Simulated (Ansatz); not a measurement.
**(CaO)2(NaF)2 [001] superlattice, started as rocksalt type: from the cell to its phonons**

Wanted: vibrations and spectra of (CaO)2(NaF)2 [001] superlattice, started as rocksalt type; the cell is already relaxed.

Method: DFT PBEsol, scalar-relativistic, plane waves, PAW, in Ansatz 0.2.0.

The structure was built from a prototype and need not be the compound's stable phase.

## (1) Set-up

Symmetry: P4/nmm, No. 129, tetragonal system. The conventional cell has a = 3.334 Å, b = 3.334 Å, c = 9.436 Å, α = 90.00°, β = 90.00°, γ = 90.00°. Nearest to Ca lie 5 O at 2.35 to 2.36 Å and 1 F at 2.39 Å. Nearest to F lie 5 Na at 2.31 to 2.36 Å and 1 Ca at 2.39 Å. Nearest to Na lie 5 F at 2.31 to 2.36 Å and 1 O at 2.38 Å. Nearest to O lie 5 Ca at 2.35 to 2.36 Å and 1 Na at 2.38 Å. Farther neighbours and most contacts between anions are not listed.

## (2) Modes at Γ

The cell comes from relaxations at this level that are not shown. The zone centre is the only wavevector solved here; it holds the modes that light can see, as far as symmetry allows. The response to a homogeneous field gives the Born charges and the dielectric tensor, and its change with displacement the Raman tensors.

input.yaml reads:

```yaml
crystal:
  lattice:
    - [2.3573129767, 2.3573129767, 0.0]
    - [-2.3573129767, 2.3573129767, 0.0]
    - [0.0, 0.0, 9.4357373777]
  atoms:
    - { symbol: Ca, position: [0.0, 0.0, -0.0003448902] }
    - { symbol: Ca, position: [0.5, 0.5, 0.2503448902] }
    - { symbol: F, position: [0.5, 0.5, 0.5039318005] }
    - { symbol: F, position: [0.0, 0.0, 0.7460681995] }
    - { symbol: Na, position: [0.0, 0.0, 0.5014037179] }
    - { symbol: Na, position: [0.5, 0.5, 0.7485962821] }
    - { symbol: O, position: [0.5, 0.5, 0.0009710894] }
    - { symbol: O, position: [0.0, 0.0, 0.2490289106] }
kpoints:
  mp_grid: { grid: [8, 8, 2] }
hamiltonian:
  xc: pbesol
scf:
  occupations: { method: fixed }
output:
  eigenvalues: true
phonons:
  method: dfpt
  dielectric: true
  rigid_motions: translations
  raman: true
```

Launch:

```bash
$ ansatz run input.yaml --threads 8 --pin off --max-ram 14336MiB --backend cpu --events-out ev --progress --plain --runs-dir out
```

Numbers of over 12 decimals in the logs are rounded to 6 here.

The program printed:

```text
Engine: ansatz 0.2.0, x86_64-unknown-linux-gnu
Pseudopotentials: kind: paw
Pseudopotential: Ca, paw, valence charge 10, recommended cutoff 420 eV (normal), Ca.paw.azcp
Pseudopotential: F, paw, valence charge 7, recommended cutoff 420 eV (normal), F.paw.azcp
Pseudopotential: Na, paw, valence charge 9, recommended cutoff 420 eV (normal), Na.paw.azcp
Pseudopotential: O, paw, valence charge 6, recommended cutoff 420 eV (normal), O.paw.azcp
Functional definition: PBEsol
  exchange = pbesol_x
  correlation = pbesol_c
Crystal: 8 atoms, lattice volume = 104.867 Å³
Basis set: ecut = 420 eV, 2063 PW (Γ), exchange–correlation on 48×48×128 points (8 copies of the dense FFT grid, shifted against one another)
Bands: 40, of which v1, the nominal top of the filled ones, is band 32 counted from 1 (31 counted from 0)
Symmetry: 16 space group operations
k-points: 42 of 128 (irreducible under 2 space group operations, time reversal used)
Non-local potential: Ca, projectors of the file, l = 0: 3, l = 1: 2, l = 2: 2
Non-local potential: F, projectors of the file, l = 0: 2, l = 1: 2, l = 2: 1
Non-local potential: Na, projectors of the file, l = 0: 3, l = 1: 2, l = 2: 1
Non-local potential: O, projectors of the file, l = 0: 2, l = 1: 2, l = 2: 1
PAW form: soft (Blöchl's): semilocal exchange-correlation on the pseudo side does not see the compensation charge
PAW frozen core: Ca, regenerated for the run's functional, and the local potential with it (the file was generated under x = pbe(κ = 0.804, μ = 0.219515), c = pbe(β = 0.066725))
PAW frozen core: F, regenerated for the run's functional, and the local potential with it (the file was generated under x = pbe(κ = 0.804, μ = 0.219515), c = pbe(β = 0.066725))
PAW frozen core: Na, regenerated for the run's functional, and the local potential with it (the file was generated under x = pbe(κ = 0.804, μ = 0.219515), c = pbe(β = 0.066725))
PAW frozen core: O, regenerated for the run's functional, and the local potential with it (the file was generated under x = pbe(κ = 0.804, μ = 0.219515), c = pbe(β = 0.066725))
PAW one-centre angular grid: Ca, 110 points (default); XC on 64 Gauss nodes
PAW one-centre angular grid: F, 110 points (default); XC on 64 Gauss nodes
PAW one-centre angular grid: Na, 110 points (default); XC on 64 Gauss nodes
PAW one-centre angular grid: O, 110 points (default); XC on 64 Gauss nodes
Initial density: superposition of atomic densities (neutral atoms: chi_scale 0, normalization atom), corrected by the library's trained network
Initial wavefunctions: pseudopotential atomic-orbital guess
Functional: x = pbesol(κ = 0.804, μ = 0.123457), c = pbesol(β = 0.046)
SCF iter   1: F=—  HF=-9273.900315 eV  |F-HF|=—  |Δ(HF+E_count)|=         —  Δρ=1.34e-2  dr2=1.49e-1  ethr=1.77e-3  ⟨swp⟩=4.9  Hψ=6571  notcnv=0  defer=223
preconditioner: auto → Resta (q_TF=auto, 2.513 Å⁻¹)  ε∞=3.0  [insulator: Δε(μ)=3.369 eV  Ē_g=19.334 eV  n_scr=26 (ndim 8)  ℏωp=27.1 eV  f_vac=0.046  ε∞_Penn≈3.0]
SCF iter   2: F=—  HF=-9273.862207 eV  |F-HF|=—  |Δ(HF+E_count)|=   3.81e-2  Δρ=4.02e-3  dr2=1.07e-2  ethr=2.33e-4  ⟨swp⟩=2.0  Hψ=2688  notcnv=0  defer=250
SCF iter   3: F=—  HF=-9273.859695 eV  |F-HF|=—  |Δ(HF+E_count)|=   2.51e-3  Δρ=1.09e-3  dr2=1.35e-3  ethr=1.68e-5  ⟨swp⟩=2.0  Hψ=2251  notcnv=0  defer=252
SCF iter   4: F=—  HF=-9273.859551 eV  |F-HF|=—  |Δ(HF+E_count)|=   1.44e-4  Δρ=5.40e-4  dr2=2.90e-4  ethr=2.12e-6  ⟨swp⟩=2.9  Hψ=2823  notcnv=0  defer=252
SCF iter   5: F=—  HF=-9273.859513 eV  |F-HF|=—  |Δ(HF+E_count)|=   3.72e-5  Δρ=1.52e-4  dr2=2.47e-5  ethr=4.53e-7  ⟨swp⟩=2.0  Hψ=2091  notcnv=0  defer=227
SCF iter   6: F=—  HF=-9273.859521 eV  |F-HF|=—  |Δ(HF+E_count)|=   7.42e-6  Δρ=4.36e-5  dr2=1.94e-6  ethr=3.85e-8  ⟨swp⟩=2.0  Hψ=2042  notcnv=0  defer=142
SCF iter   7: F=—  HF=-9273.859519 eV  |F-HF|=—  |Δ(HF+E_count)|=   1.41e-6  Δρ=8.41e-6  dr2=6.60e-8  ethr=3.03e-9  ⟨swp⟩=2.0  Hψ=2221  notcnv=0  defer=111
SCF iter   8: F=—  HF=-9273.859519 eV  |F-HF|=—  |Δ(HF+E_count)|=   5.17e-8  Δρ=1.75e-6  dr2=2.99e-9  ethr=1.03e-10  ⟨swp⟩=2.0  Hψ=2655  notcnv=0  defer=111
SCF iter   9: F=—  HF=-9273.859519 eV  |F-HF|=—  |Δ(HF+E_count)|=   1.88e-9  Δρ=4.42e-7  dr2=1.61e-10  ethr=4.67e-12  ⟨swp⟩=2.0  Hψ=2730  notcnv=0  defer=111
SCF iter  10: F=-9273.859519 eV  HF=-9273.859519 eV  |F-HF|=5.46e-12  |Δ(HF+E_count)|=  5.46e-11  Δρ=8.06e-8  dr2=6.20e-12  ethr=1.00e-12  ⟨swp⟩=14.0  Hψ=11080  notcnv=0
SCF 1 converged in 10 iterations: F = -9273.859519 eV  dr2 = 6.20e-12
  greatest PAW one-centre occupation: 0.999 electrons in one spin orbital (limit 2), on the Na atom at site 5 (counted from 0), in its partial waves of l = 0
DFPT response loops at Γ: preconditioner auto → Resta (q_TF=auto, 2.513 Å⁻¹)  ε∞=4.2 (no band partly filled); β = 1.00, the filter's whole step (`scf.mixing.beta` (0.50) is not read by the response loops at its default; to damp them type it under 1.00, their step now; it binds the ground state too); Broyden in place of MSR1
── the response to a field inside a basis, on 8×8×4 k-points: an SCF that follows is theirs, and a resumed run solves both again ──
Bands: 33, of which v1, the nominal top of the filled ones, is band 32 counted from 1 (31 counted from 0)
k-points: 20 of 256
Initial density: handed on by an earlier stage of this run
Initial wavefunctions: pseudopotential atomic-orbital guess (no wavefunctions were taken with the density)
Eigensolver: Dense (20 Hₖ)
SCF iter   1: F=—  HF=-9273.759982 eV  |F-HF|=—  |Δ(HF+E_count)|=         —  Δρ=4.99e-4  dr2=7.43e-5  ethr=1.00e-1
preconditioner: auto → Resta (q_TF=auto, 2.513 Å⁻¹)  ε∞=3.4  [insulator: Δε(μ)=3.762 eV  Ē_g=17.642 eV  n_scr=26 (ndim 8)  ℏωp=27.1 eV  f_vac=0.042  ε∞_Penn≈3.4]
SCF iter   2: F=—  HF=-9273.760005 eV  |F-HF|=—  |Δ(HF+E_count)|=   2.34e-5  Δρ=1.93e-4  dr2=2.02e-5  ethr=1.16e-7
SCF iter   3: F=—  HF=-9273.760015 eV  |F-HF|=—  |Δ(HF+E_count)|=   1.01e-5  Δρ=1.09e-4  dr2=4.25e-6  ethr=3.16e-8
SCF iter   4: F=—  HF=-9273.760019 eV  |F-HF|=—  |Δ(HF+E_count)|=   3.97e-6  Δρ=3.01e-5  dr2=7.06e-7  ethr=6.65e-9
SCF iter   5: F=—  HF=-9273.760019 eV  |F-HF|=—  |Δ(HF+E_count)|=   1.51e-7  Δρ=6.60e-6  dr2=2.37e-8  ethr=1.10e-9
SCF iter   6: F=—  HF=-9273.760019 eV  |F-HF|=—  |Δ(HF+E_count)|=   3.39e-8  Δρ=9.44e-7  dr2=8.60e-10  ethr=3.70e-11
SCF iter   7: F=-9273.760019 eV  HF=-9273.760019 eV  |F-HF|=2.00e-11  |Δ(HF+E_count)|=   1.10e-9  Δρ=1.64e-7  dr2=3.08e-11  ethr=1.34e-12
SCF 1 converged in 7 iterations: F = -9273.760019 eV  dr2 = 3.08e-11
[...]
ASR residual per site (eV/Å²): 3.39e-4 3.39e-4 1.37e-4 1.37e-4 3.62e-4 3.62e-4 3.03e-4 3.03e-4
  Γ frequencies (cm⁻¹): 0.00 0.00 0.00 117.33 117.33 120.85 120.85 177.96 177.96 207.06 214.51 214.51 218.71 222.73 222.73 252.09 275.00 298.64 298.64 307.66 307.66 319.58 420.20 440.98
  ε∞ (high-frequency dielectric tensor):
        2.939060    -0.000000    -0.000000
       -0.000000     2.939060     0.000000
       -0.000000     0.000000     2.574808
  ε⁰ (static dielectric tensor: ions relaxed, cell fixed):
       10.597818    -0.000000     0.000000
       -0.000000    10.597818     0.000000
        0.000000     0.000000     7.733765
  ε⁰ − ε∞ (ionic part):
        7.658758    -0.000000     0.000000
       -0.000000     7.658758     0.000000
        0.000000     0.000000     5.158957
  softest optical mode at Γ: 117.33 cm⁻¹; the repairs (sum rule, projections) moved no ω² at Γ by more than (2.76 cm⁻¹)²
  Born effective charges Z* (e; rows j = field, columns β = displacement):
    site 0:
         2.40969   -0.00000   -0.00000
         0.00000    2.40969    0.00000
        -0.00000    0.00000    1.71676
    site 1:
         2.40969   -0.00000   -0.00000
         0.00000    2.40969    0.00000
        -0.00000    0.00000    1.71676
    site 2:
        -1.01546   -0.00000   -0.00000
         0.00000   -1.01546    0.00000
         0.00000   -0.00000   -1.48602
    site 3:
        -1.01546   -0.00000    0.00000
         0.00000   -1.01546   -0.00000
         0.00000    0.00000   -1.48602
    site 4:
         1.01395   -0.00000   -0.00000
        -0.00000    1.01395    0.00000
        -0.00000    0.00000    1.23820
    site 5:
         1.01395   -0.00000   -0.00000
         0.00000    1.01395    0.00000
        -0.00000    0.00000    1.23820
    site 6:
        -2.40818    0.00000    0.00000
        -0.00000   -2.40818   -0.00000
         0.00000   -0.00000   -1.46894
    site 7:
        -2.40818    0.00000    0.00000
        -0.00000   -2.40818   -0.00000
         0.00000   -0.00000   -1.46894
  Z* charge neutrality: 1.036e-2 e pre-enforcement
  solved inside a basis spanned on kpoints, on 8×8×4 k-points: ε∞ is read to err by 8.5e-3, Z* by 1.2e-2 e (field_mesh: kpoints solves on kpoints); Z* is corrected for what the basis lacks
  Raman tensors (in the event stream and the table raman_tensors.tsv): an entry may err by 5.9e-2 Å², one of the second-order susceptibility by 6.3e-19 pm/V (basis, points and sum rule); their sum over the sites missed zero by 2.220e-16 Å² ahead of its enforcement
  optical modes at Γ without the LO–TO term, one row a degenerate level:
      ω (cm⁻¹)  modes    IR ((D/Å)²/amu)  static Raman (Å⁴/amu)  depolarisation
        117.33      2             0.0539                 0.0000               —
        120.85      2             0.0000                 0.1190           0.750
        177.96      2             0.0000                 0.0415           0.750
        207.06      1             0.1884                 0.0000               —
        214.51      2            11.6354                 0.0000               —
        218.71      1             0.0000                 3.8051           0.027
        222.73      2             0.0000                 0.2932           0.750
        252.09      1            14.8560                 0.0000               —
        275.00      1             0.0000                 1.3777           0.124
        298.64      2            44.2675                 0.0000               —
        307.66      2             0.0000                 0.0019           0.750
        319.58      1             0.0000                 1.9822           0.034
        420.20      1             0.0000                 3.8940           0.463
        440.98      1             3.0121                 0.0000               —
  optical modes at Γ + LO–TO along q̂ = [1.0000, 0.0000, 0.0000]:
      ω (cm⁻¹)  modes    IR ((D/Å)²/amu)  static Raman (Å⁴/amu)  depolarisation
        117.33      1             0.0269                 0.0000               —
        117.51      1             0.0015                 0.0000               —
        120.85      2             0.0000                 0.1190           0.750
        177.96      2             0.0000                 0.0415           0.750
        207.06      1             0.1884                 0.0000               —
        214.51      1             5.8177                 0.0000               —
        218.71      1             0.0000                 3.8051           0.027
        222.73      2             0.0000                 0.2932           0.750
        231.53      1             0.1765                 0.0000               —
        252.09      1            14.8560                 0.0000               —
        275.00      1             0.0000                 1.3777           0.124
        298.64      1            22.1337                 0.0000               —
        307.66      2             0.0000                 0.0019           0.750
        319.58      1             0.0000                 1.9822           0.034
        420.20      1             0.0000                 3.8940           0.463
        440.98      1             3.0121                 0.0000               —
        524.56      1            27.8004                 0.0000               —
  optical modes at Γ + LO–TO along q̂ = [0.0000, 1.0000, 0.0000]:
      ω (cm⁻¹)  modes    IR ((D/Å)²/amu)  static Raman (Å⁴/amu)  depolarisation
        117.33      1             0.0269                 0.0000               —
        117.51      1             0.0015                 0.0000               —
        120.85      2             0.0000                 0.1190           0.750
        177.96      2             0.0000                 0.0415           0.750
        207.06      1             0.1884                 0.0000               —
        214.51      1             5.8177                 0.0000               —
        218.71      1             0.0000                 3.8051           0.027
        222.73      2             0.0000                 0.2932           0.750
        231.53      1             0.1765                 0.0000               —
        252.09      1            14.8560                 0.0000               —
        275.00      1             0.0000                 1.3777           0.124
        298.64      1            22.1337                 0.0000               —
        307.66      2             0.0000                 0.0019           0.750
        319.58      1             0.0000                 1.9822           0.034
        420.20      1             0.0000                 3.8940           0.463
        440.98      1             3.0121                 0.0000               —
        524.56      1            27.8004                 0.0000               —
  optical modes at Γ + LO–TO along q̂ = [0.0000, 0.0000, 1.0000]:
      ω (cm⁻¹)  modes    IR ((D/Å)²/amu)  static Raman (Å⁴/amu)  depolarisation
        117.33      2             0.0539                 0.0000               —
        120.85      2             0.0000                 0.1190           0.750
        177.96      2             0.0000                 0.0415           0.750
        207.58      1             0.0039                 0.0000               —
        214.51      2            11.6354                 0.0000               —
        218.71      1             0.0000                 3.8051           0.027
        222.73      2             0.0000                 0.2932           0.750
        275.00      1             0.0000                 1.3777           0.124
        298.64      2            44.2675                 0.0000               —
        307.66      2             0.0000                 0.0019           0.750
        319.58      1             0.0000                 1.9822           0.034
        379.56      1             4.5845                 0.0000               —
        420.20      1             0.0000                 3.8940           0.463
        506.32      1            13.4681                 0.0000               —
[key lines of the parts left out:]
SCF converged after 10 iterations
Free energy (F): -9273.859519 eV
Fermi energy:    5.969085 eV
```

Elapsed: 52 s, on 8 threads of Intel Xeon 6975P-C (Granite Rapids), shared host; peak memory 2.9 GiB; 5.8 min of CPU time.

A gap read on the k-mesh alone can miss the band edges.

This step gave:

* gap on the k-mesh: 3.473 eV
* volume per atom: 13.11 Å³
* sum-rule residual before enforcement: 3.62e-4 eV/Å²
* miss of the charge sum rule: 0.01036 e
* estimated error of the dielectric tensor: 0.008496
* estimated error of the Born charges: 0.01243 e
* point group: 4/mmm
* highest optical mode at the zone centre (no LO-TO term): 441.0 cm⁻¹
* lowest optical zone-centre mode: 117.3 cm⁻¹
* mean high-frequency dielectric constant: 2.818
* largest Born charge (third of the trace): 2.179 e
* mean static dielectric constant: 9.643
* top of the zone-centre spectrum with the field: 524.6 cm⁻¹

Without the LO-TO term. Patterns of degenerate modes are one choice out of their space. Modes at Γ, with each element's share of the kinetic energy:

```
mode  frequency (cm⁻¹)  symmetry  Ca %  F %  Na %  O %
   1               0.0  acoustic    41   19    23   16
   2               0.0  acoustic    41   19    23   16
   3               0.0  acoustic    41   19    23   16
   4             117.3        Eu    33   24    33   10
   5             117.3        Eu    33   24    33   10
   6             120.8        Eg    12   33    50    4
   7             120.8        Eg    12   33    50    4
   8             178.0        Eg    68    6    11   15
   9             178.0        Eg    68    6    11   15
  10             207.1       A2u    34   24    33    9
  11             214.5        Eu     0   56    44    0
  12             214.5        Eu     0   56    44    0
  13             218.7       A1g    24   22    47    7
  14             222.7        Eg     0   61    39    0
  15             222.7        Eg     0   61    39    0
  16             252.1       A2u     4   47    38   10
  17             275.0       A1g    49    3    46    3
  18             298.6        Eu    26    0     0   74
  19             298.6        Eu    26    0     0   74
  20             307.7        Eg    19    0     0   80
  21             307.7        Eg    19    0     0   80
  22             319.6       A1g     7   67     4   22
  23             420.2       A1g    20    8     4   68
  24             441.0       A2u    21   10     5   64
```

Displacements in mode 4 (117.3 cm⁻¹), the largest set to 1:
```
Ca1  0.76  0.00  0.00
Ca2  0.76  0.00  0.00
F3  -0.94  0.00  0.00
F4  -0.94  0.00  0.00
Na5 -1.00  0.01  0.00
Na6 -1.00  0.01  0.00
O7   0.65  0.00  0.00
O8   0.65  0.00  0.00
```

Displacements in mode 20 (307.7 cm⁻¹), the largest set to 1:
```
Ca1  0.31  0.01  0.00
Ca2 -0.31 -0.01  0.00
F3  -0.06  0.00  0.00
F4   0.06  0.00  0.00
Na5  0.00  0.00  0.00
Na6  0.00  0.00  0.00
O7  -1.00 -0.03  0.00
O8   1.00  0.03  0.00
```

[end of part 1 of 2]

[Logs are printed without paths, hosts, clocks, repeated set-up lines and the standing remarks that a program may print on its own settings, such as how far it seeks lower states.]

[Hosts, paths, dates, database ids (printed as entryN), source tags and the programs' standing remarks are cut or masked in the printed files.]
